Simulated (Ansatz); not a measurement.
# Ca on Pd(111): change of the work function

How does Ca on the fcc site change the work function of Pd(111) as the layer fills?

Method: plane-wave DFT, PBE, Ansatz PAW, in Ansatz 0.2.0.

Most raw output is cut from this account.

### Step 1. Starting point

The cell holds 4 atoms: 4 Pd. Cell: a = 2.751 Å, b = 2.751 Å, c = 24.738 Å, α = 90.0°, β = 90.0°, γ = 60.0°. Vacuum lies along c.

As a file:

```cif
data_structure
_symmetry_space_group_name_H-M 'P 1'
_symmetry_Int_Tables_number 1
_cell_length_a 2.7506
_cell_length_b 2.7506
_cell_length_c 24.7377
_cell_angle_alpha 90.000
_cell_angle_beta 90.000
_cell_angle_gamma 60.000
_cell_volume 162.09
loop_
_atom_site_label
_atom_site_type_symbol
_atom_site_fract_x
_atom_site_fract_y
_atom_site_fract_z
_atom_site_occupancy
Pd1 Pd 0.00000 0.00000 0.36382 1
Pd2 Pd 0.33333 0.33333 0.45461 1
Pd3 Pd 0.66667 0.66667 0.54539 1
Pd4 Pd 0.00000 0.00000 0.63618 1
```

### Step 2. The clean slab

The bare slab comes first, as the zero from which every change is counted. The two lowest layers are held at bulk places and the upper ones relax. The dipole correction removes the false field that a one-sided slab makes across the periodic vacuum, so each face gets a flat vacuum level of its own.

Input file input.yaml:

```yaml
crystal:
  lattice:
    - [2.7506453788, 0.0, 0.0]
    - [1.3753226894, 2.3821287749, 0.0]
    - [0.0, 0.0, 24.7376776414]
  atoms:
    - { symbol: Pd, position: [0.0, 0.0, 0.3638174986] }
    - { symbol: Pd, position: [0.3333333333, 0.3333333333, 0.4546058329] }
    - { symbol: Pd, position: [0.6666666667, 0.6666666667, 0.5453941671] }
    - { symbol: Pd, position: [0.0, 0.0, 0.6361825014] }
kpoints:
  mp_grid: { grid: [12, 12, 1] }
hamiltonian:
  xc: pbe
scf:
  occupations: { method: fermi_dirac, width: 0.1 }
  convergence: { dr2_threshold: 1.0e-08 }
efield:
  axis: 3
  dipole_correction: true
  ramp_position: 0.97
  ramp_width: 0.06
relax:
  f_tol: 0.02
  max_steps: 60
  constraints: [{ sites: [0, 1] }]
output:
  write_potential: true
  write_density: true
  volumetric_format: npy
```

On the command line:

```bash
$ ansatz run input.yaml --threads 4 --pin off --max-ram 16384MiB --backend cpu --events-out ev --progress --plain --runs-dir out
```

It took 11 s on 4 threads of Arm Neoverse V1, shared host; peak memory 0.49 GiB.

Step by step:

```csv
step,energy less that of the first step (eV),largest force component (eV/Å)
1,0.0000,0.3166
2,-0.0129,0.1195
3,-0.0149,0.0100
```

The run keeps the 6 symmetry operations that it works with, so distortions that break them were not tested.

The atoms that moved most (Å):

```csv
atom,dx,dy,dz,length
Pd4,0.000,0.000,0.106,0.106
Pd3,0.000,0.000,0.048,0.048
```

The relaxed structure:

```xyz
4
Lattice="2.7506 0.0000 0.0000 1.3753 2.3821 0.0000 0.0000 0.0000 24.7377" Properties=species:S:1:pos:R:3
Pd    0.0000    0.0000    9.0000
Pd    1.3753    0.7940   11.2459
Pd    2.7506    1.5881   13.5399
Pd    0.0000    0.0000   15.8436
```

This step gave:

```
energy at zero smearing   : -27890.2994 eV
work function, upper face : 5.268 eV
dipole along the normal   : -7.03e-4 e·Å
```

Running mean over 2.246 Å of the planar mean; the ramp of the sawtooth is left out. The electron's electrostatic potential energy less the Fermi level by z:

z (Å), electron's electrostatic potential energy less the Fermi level (eV) and a bar from the least value:
```
      3.5       5.25 ##############################
      4.0       5.25 ##############################
      4.5       5.25 ##############################
      5.0       5.25 ##############################
      5.5       5.23 ##############################
      6.0       5.19 ##############################
      6.5       5.04 #############################
      7.0       4.40 ############################
      7.5       1.79 ######################
      8.0      -3.11 ############
      8.5      -7.03 ###
      9.0      -8.25 #
      9.5      -8.43 
     10.0      -8.48 
     10.5      -8.52 
     11.0      -8.56 
     11.5      -8.51 
     12.0      -8.24 #
     12.5      -8.12 #
     13.0      -8.35 
     13.5      -8.50 
     14.0      -8.28 #
     14.5      -7.92 #
     15.0      -7.94 #
     15.5      -8.20 #
     16.0      -8.01 #
     16.5      -6.08 #####
     17.0      -1.45 ###############
     17.5       2.94 #########################
     18.0       4.73 #############################
     18.5       5.13 ##############################
     19.0       5.23 ##############################
     19.5       5.26 ##############################
     20.0       5.27 ##############################
     20.5       5.27 ##############################
     21.0       5.27 ##############################
     21.5       5.27 ##############################
```

The relaxation took 3 steps and lowered the energy by 0.015 eV; the largest force on the free atoms ends at 0.010 eV/Å.

The work function of the upper face is 5.27 eV.

### Step 3. Adsorbate added, k-mesh 4×4×1, coverage 0.111 ML

System of this step: Ca/Pd(111). The cell holds 37 atoms: 36 Pd and 1 Ca. Its edges and angles: a = 8.252 Å, b = 8.252 Å, c = 27.673 Å, α = 90.0°, β = 90.0°, γ = 60.0°. Vacuum lies along c.

The clean slab as it ended is repeated in the plane and the adsorbate is set on one face; the cell's size fixes the coverage, and the k-mesh shrinks with it to keep the sampling density about even. Adsorbate and upper layers relax, since the dipole depends on the height.

Input file input.yaml:

```yaml
crystal:
  lattice:
    - [8.2519361365, 0.0, 0.0]
    - [4.1259680682, 7.1463863246, 0.0]
    - [0.0, 0.0, 27.6728894331]
  atoms:
    - { symbol: Pd, position: [0.0, 0.0, 0.3252280548] }
    - { symbol: Pd, position: [0.1111111111, 0.1111111111, 0.4063866397] }
    - { symbol: Pd, position: [0.2222222222, 0.2222222222, 0.4892833768] }
    - { symbol: Pd, position: [0.0, 0.0, 0.5725322027] }
    - { symbol: Pd, position: [0.0, 0.3333333333, 0.3252280548] }
    - { symbol: Pd, position: [0.1111111111, 0.4444444444, 0.4063866397] }
    - { symbol: Pd, position: [0.2222222222, 0.5555555556, 0.4892833768] }
    - { symbol: Pd, position: [0.0, 0.3333333333, 0.5725322027] }
[... 25 atom lines left out ...]
    - { symbol: Pd, position: [0.7777777778, 0.7777777778, 0.4063866397] }
    - { symbol: Pd, position: [0.8888888889, 0.8888888889, 0.4892833768] }
    - { symbol: Pd, position: [0.6666666667, 0.6666666667, 0.5725322027] }
    - { symbol: Ca, position: [0.1111111111, 0.1111111111, 0.6747719452] }
kpoints:
  mp_grid: { grid: [4, 4, 1] }
hamiltonian:
  xc: pbe
scf:
  occupations: { method: fermi_dirac, width: 0.1 }
  convergence: { dr2_threshold: 1.0e-08 }
efield:
  axis: 3
  dipole_correction: true
  ramp_position: 0.97
  ramp_width: 0.06
relax:
  f_tol: 0.02
  max_steps: 60
  constraints:
    - { sites: [0, 1, 4, 5, 8, 9, 12, 13, 16, 17, 20, 21, 24, 25, 28, 29, 32, 33] }
output:
  write_potential: true
  write_density: true
  volumetric_format: npy
```

The job ended after 16 min (4 threads; peak memory 11 GiB).

Relaxation path:

```csv
step,energy less that of the first step (eV),largest force component (eV/Å)
1,0.0000,2.1379
2,-0.4581,1.9699
3,-0.8297,1.2953
4,-0.9898,0.1745
5,-1.0191,0.0559
6,-1.0199,0.0066
```

The run keeps the 6 symmetry operations that it works with, so distortions that break them were not tested.

The atoms that moved most (Å):

```csv
atom,dx,dy,dz,length
Ca37,0.000,0.000,-0.685,0.685
Pd32,0.002,-0.001,0.056,0.056
Pd24,0.000,0.002,0.056,0.056
Pd20,-0.002,-0.001,0.056,0.056
Pd16,0.028,-0.016,-0.003,0.032
Pd8,0.000,0.032,-0.003,0.032
Pd4,-0.028,-0.016,-0.003,0.032
Pd36,0.000,0.000,0.028,0.028
```

Final coordinates:

```cif
data_structure
_symmetry_space_group_name_H-M 'P 1'
_symmetry_Int_Tables_number 1
_cell_length_a 8.2519
_cell_length_b 8.2519
_cell_length_c 27.6729
_cell_angle_alpha 90.000
_cell_angle_beta 90.000
_cell_angle_gamma 60.000
_cell_volume 1631.91
loop_
_atom_site_label
_atom_site_type_symbol
_atom_site_fract_x
_atom_site_fract_y
_atom_site_fract_z
_atom_site_occupancy
Pd1 Pd 0.00000 0.00000 0.32523 1
Pd2 Pd 0.11111 0.11111 0.40639 1
Pd3 Pd 0.22262 0.22262 0.48936 1
Pd4 Pd 0.99777 0.99777 0.57244 1
Pd5 Pd 0.00000 0.33333 0.32523 1
Pd6 Pd 0.11111 0.44444 0.40639 1
Pd7 Pd 0.22260 0.55536 0.49018 1
Pd8 Pd 0.99777 0.33779 0.57244 1
Pd9 Pd 0.00000 0.66667 0.32523 1
Pd10 Pd 0.11111 0.77778 0.40639 1
Pd11 Pd 0.22262 0.88810 0.48936 1
Pd12 Pd 0.99993 0.66670 0.57355 1
Pd13 Pd 0.33333 0.00000 0.32523 1
Pd14 Pd 0.44444 0.11111 0.40639 1
Pd15 Pd 0.55536 0.22260 0.49018 1
Pd16 Pd 0.33779 0.99777 0.57244 1
Pd17 Pd 0.33333 0.33333 0.32523 1
Pd18 Pd 0.44444 0.44444 0.40639 1
Pd19 Pd 0.55536 0.55536 0.49018 1
Pd20 Pd 0.33316 0.33316 0.57455 1
Pd21 Pd 0.33333 0.66667 0.32523 1
Pd22 Pd 0.44444 0.77778 0.40639 1
Pd23 Pd 0.55669 0.88832 0.48915 1
Pd24 Pd 0.33316 0.66700 0.57455 1
Pd25 Pd 0.66667 0.00000 0.32523 1
Pd26 Pd 0.77778 0.11111 0.40639 1
Pd27 Pd 0.88810 0.22262 0.48936 1
Pd28 Pd 0.66670 0.99993 0.57355 1
Pd29 Pd 0.66667 0.33333 0.32523 1
Pd30 Pd 0.77778 0.44444 0.40639 1
Pd31 Pd 0.88832 0.55669 0.48915 1
Pd32 Pd 0.66700 0.33316 0.57455 1
Pd33 Pd 0.66667 0.66667 0.32523 1
Pd34 Pd 0.77778 0.77778 0.40639 1
Pd35 Pd 0.88832 0.88832 0.48915 1
Pd36 Pd 0.66670 0.66670 0.57355 1
Ca37 Ca 0.11111 0.11111 0.65003 1
```

This step gave:

```
energy at zero smearing        : -252831.6974 eV
work function, upper face      : 2.671 eV
work function, lower face      : 5.257 eV
dipole along the normal        : 0.8429 e·Å
step between the vacuum levels : -2.586 eV
```

Running mean over 2.246 Å of the planar mean; the ramp of the sawtooth is left out. The electron's electrostatic potential energy less the Fermi level by z:

z (Å), electron's electrostatic potential energy less the Fermi level (eV) and a bar from the least value:
```
      3.5       5.26 ##############################
      4.0       5.26 ##############################
      4.5       5.26 ##############################
      5.0       5.25 ##############################
      5.5       5.24 ##############################
      6.0       5.20 ##############################
      6.5       5.05 ##############################
      7.0       4.39 ############################
      7.5       1.81 #######################
      8.0      -3.10 ############
      8.5      -7.04 ###
      9.0      -8.24 #
      9.5      -8.43 
     10.0      -8.48 
     10.5      -8.51 
     11.0      -8.55 
     11.5      -8.49 
     12.0      -8.17 #
     12.5      -8.03 #
     13.0      -8.29 #
     13.5      -8.47 
     14.0      -8.23 #
     14.5      -7.78 ##
     15.0      -7.80 ##
     15.5      -8.19 #
     16.0      -8.20 #
     16.5      -6.78 ####
     17.0      -3.07 ############
     17.5       0.60 ####################
     18.0       1.90 #######################
     18.5       1.95 #######################
     19.0       2.10 #######################
     19.5       2.41 ########################
     20.0       2.59 ########################
     20.5       2.64 ########################
     21.0       2.66 ########################
     21.5       2.67 ########################
     22.0       2.67 ########################
     22.5       2.67 ########################
     23.0       2.67 ########################
     23.5       2.67 ########################
     24.0       2.67 ########################
     24.5       2.67 ########################
```

The relaxation took 6 steps and lowered the energy by 1.0 eV; the largest force on the free atoms ends at 0.0066 eV/Å.

The covered face has 2.67 eV, -2.60 eV against the clean one; the bare back face has moved by +0.01 eV, a measure of how thin the slab is.

### Step 4. Adsorbate added, k-mesh 6×6×1, coverage 0.25 ML

System of this step: Ca/Pd(111). The cell holds 17 atoms: 16 Pd and 1 Ca. Cell: a = 5.501 Å, b = 5.501 Å, c = 27.673 Å, α = 90.0°, β = 90.0°, γ = 60.0°. Vacuum lies along c.

Another coverage, to see how the dipoles act on each other as their distance changes.

Input file input.yaml:

```yaml
crystal:
  lattice:
    - [5.5012907577, 0.0, 0.0]
    - [2.7506453788, 4.7642575497, 0.0]
    - [0.0, 0.0, 27.6728894331]
  atoms:
    - { symbol: Pd, position: [0.0, 0.0, 0.3252280548] }
    - { symbol: Pd, position: [0.1666666667, 0.1666666667, 0.4063866397] }
    - { symbol: Pd, position: [0.3333333333, 0.3333333333, 0.4892833768] }
    - { symbol: Pd, position: [0.0, 0.0, 0.5725322027] }
    - { symbol: Pd, position: [0.0, 0.5, 0.3252280548] }
    - { symbol: Pd, position: [0.1666666667, 0.6666666667, 0.4063866397] }
    - { symbol: Pd, position: [0.3333333333, 0.8333333333, 0.4892833768] }
    - { symbol: Pd, position: [0.0, 0.5, 0.5725322027] }
    - { symbol: Pd, position: [0.5, 0.0, 0.3252280548] }
    - { symbol: Pd, position: [0.6666666667, 0.1666666667, 0.4063866397] }
    - { symbol: Pd, position: [0.8333333333, 0.3333333333, 0.4892833768] }
    - { symbol: Pd, position: [0.5, 0.0, 0.5725322027] }
    - { symbol: Pd, position: [0.5, 0.5, 0.3252280548] }
    - { symbol: Pd, position: [0.6666666667, 0.6666666667, 0.4063866397] }
    - { symbol: Pd, position: [0.8333333333, 0.8333333333, 0.4892833768] }
    - { symbol: Pd, position: [0.5, 0.5, 0.5725322027] }
    - { symbol: Ca, position: [0.1666666667, 0.1666666667, 0.6747719452] }
kpoints:
  mp_grid: { grid: [6, 6, 1] }
hamiltonian:
  xc: pbe
scf:
  occupations: { method: fermi_dirac, width: 0.1 }
  convergence: { dr2_threshold: 1.0e-08 }
efield:
  axis: 3
  dipole_correction: true
  ramp_position: 0.97
  ramp_width: 0.06
relax:
  f_tol: 0.02
  max_steps: 60
  constraints: [{ sites: [0, 1, 4, 5, 8, 9, 12, 13] }]
output:
  dos: { projected: true, e_range: [-8, 4] }
  write_potential: true
  write_density: true
  volumetric_format: npy
  elf: true
```

The job ended after 3.8 min (4 threads; peak memory 3 GiB; 15 min of CPU time).

The steps of the relaxation:

```csv
step,energy less that of the first step (eV),largest force component (eV/Å)
1,0.0000,1.8361
2,-0.4121,1.6623
3,-0.7265,1.0471
4,-0.8556,0.1263
5,-0.8749,0.0617
6,-0.8762,0.0206
7,-0.8763,0.0047
```

The run keeps the 6 symmetry operations that it works with, so distortions that break them were not tested.

The atoms that moved most (Å):

```csv
atom,dx,dy,dz,length
Ca17,0.000,0.000,-0.658,0.658
Pd16,0.000,0.000,0.205,0.205
Pd15,0.000,0.000,-0.031,0.031
Pd7,0.000,-0.010,0.027,0.029
Pd11,-0.008,0.005,0.027,0.029
Pd3,0.008,0.005,0.027,0.029
Pd4,-0.023,-0.014,0.009,0.029
Pd8,0.000,0.027,0.009,0.029
```

Final coordinates:

```
Pd Ca
1.0
     5.50129    0.00000    0.00000
     2.75065    4.76426    0.00000
     0.00000    0.00000   27.67289
Pd Ca
16 1
Direct
  0.00000 0.00000 0.32523
  0.16667 0.16667 0.40639
  0.33436 0.33436 0.49027
  0.99716 0.99716 0.57287
  0.00000 0.50000 0.32523
  0.16667 0.66667 0.40639
  0.33436 0.83129 0.49027
  0.99716 0.50569 0.57287
  0.50000 0.00000 0.32523
  0.66667 0.16667 0.40639
  0.83129 0.33436 0.49027
  0.50569 0.99716 0.57287
  0.50000 0.50000 0.32523
  0.66667 0.66667 0.40639
  0.83333 0.83333 0.48818
  0.50000 0.50000 0.57995
  0.16667 0.16667 0.65098
```

Numbers from this step:

- energy at zero smearing: -113379.9771 eV
- work function, upper face: 2.127 eV
- work function, lower face: 5.231 eV
- dipole along the normal: 0.4495 e·Å
- step between the vacuum levels: -3.103 eV

Running mean over 2.246 Å of the planar mean; the ramp of the sawtooth is left out. The electron's electrostatic potential energy less the Fermi level by z:

```csv
z (Å),electron's electrostatic potential energy less the Fermi level (eV)
4,5.23
5,5.23
6,5.18
7,4.37
8,-3.11
9,-8.25
10,-8.48
11,-8.55
12,-8.13
13,-8.25
14,-8.20
15,-7.59
16,-8.38
17,-4.78
18,-0.748
19,-0.0902
20,1.57
21,1.99
22,2.10
23,2.12
24,2.13
```

(Part 1 of 2 ends here.)

[Logs are printed without paths, hosts, clocks, repeated set-up lines and the standing remarks that a program may print on its own settings, such as how far it seeks lower states.]

[Hosts, paths, dates, database ids (printed as entryN), source tags and the programs' standing remarks are cut or masked in the printed files.]

[Maps of the electrostatic potential energy from Ansatz leave out the sawtooth potential of an applied field or a dipole correction, so their vacuum need not be flat; planar profiles and work functions include it.]
